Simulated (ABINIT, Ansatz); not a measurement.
Planning a run of ABINIT 10.8.3 on Cs2KYF6 (Fm-3m). The input:

```
acell 3*1.0 Angstrom
rprim 
  -0.000000000000 4.722500000000 4.722500000000
  4.722500000000 -0.000000000000 4.722500000000
  4.722500000000 4.722500000000 0.000000000000
ntypat 4
znucl 19 55 39 9
natom 10
typat 1 2 2 3 4 4 4 4 4 4
xred 
  0.500000000000 0.500000000000 0.500000000000
  0.250000000000 0.250000000000 0.250000000000
  0.750000000000 0.750000000000 0.750000000000
  0.000000000000 0.000000000000 0.000000000000
  0.775000000000 0.225000000000 0.225000000000
  0.225000000000 0.775000000000 0.225000000000
  0.225000000000 0.775000000000 0.775000000000
  0.775000000000 0.225000000000 0.775000000000
  0.225000000000 0.225000000000 0.775000000000
  0.775000000000 0.775000000000 0.225000000000
pp_dirpath "pseudos"
pseudos "K.upf, Cs.upf, Y.upf, F.upf"
ecut 36
ngkpt 4 4 4
nshiftk 1
shiftk 0 0 0
kptopt 1
chksymbreak 0
iscf -2
irdden 1
istwfk *1
nband 193
nbdbuf 16
tolwfr 1e-09
nstep 60
prtvol 0
indata_prefix "in"
outdata_prefix "out"
tmpdata_prefix "tmp"
```

```sh
OMP_NUM_THREADS=1 mpirun -n 8 abinit run.abi > log
```

Q: Estimate wall time and host memory on 8 MPI ranks of Intel Xeon 6975P-C (Granite Rapids), shared host.

It took 3.4 min; on shared hardware allow 1.7 min to 6.7 min. Peak host memory was 1.2 GiB.

[Paths, hosts, dates, memory and timing lines, banners, echoed tables and standing remarks are left out of the program output.]

[Logs are printed without paths, hosts, clocks, repeated set-up lines and the standing remarks that a program may print on its own settings, such as how far it seeks lower states.]

[Runs of the session that timed out or met a known fault of the program may be left out.]

[Hosts, paths, dates, database ids (printed as entryN), source tags and the programs' standing remarks are cut or masked in the printed files.]

[G0W0 gaps are taken among the corrected bands and points alone; a level outside them can change the order at an edge.]

[Where Ansatz stands beside ABINIT at settings called matched, ABINIT's density can come from a denser mesh and the files from another edition; pairs whose starting gaps differed by over 0.03 eV were left out, so agreement reads better than it is.]
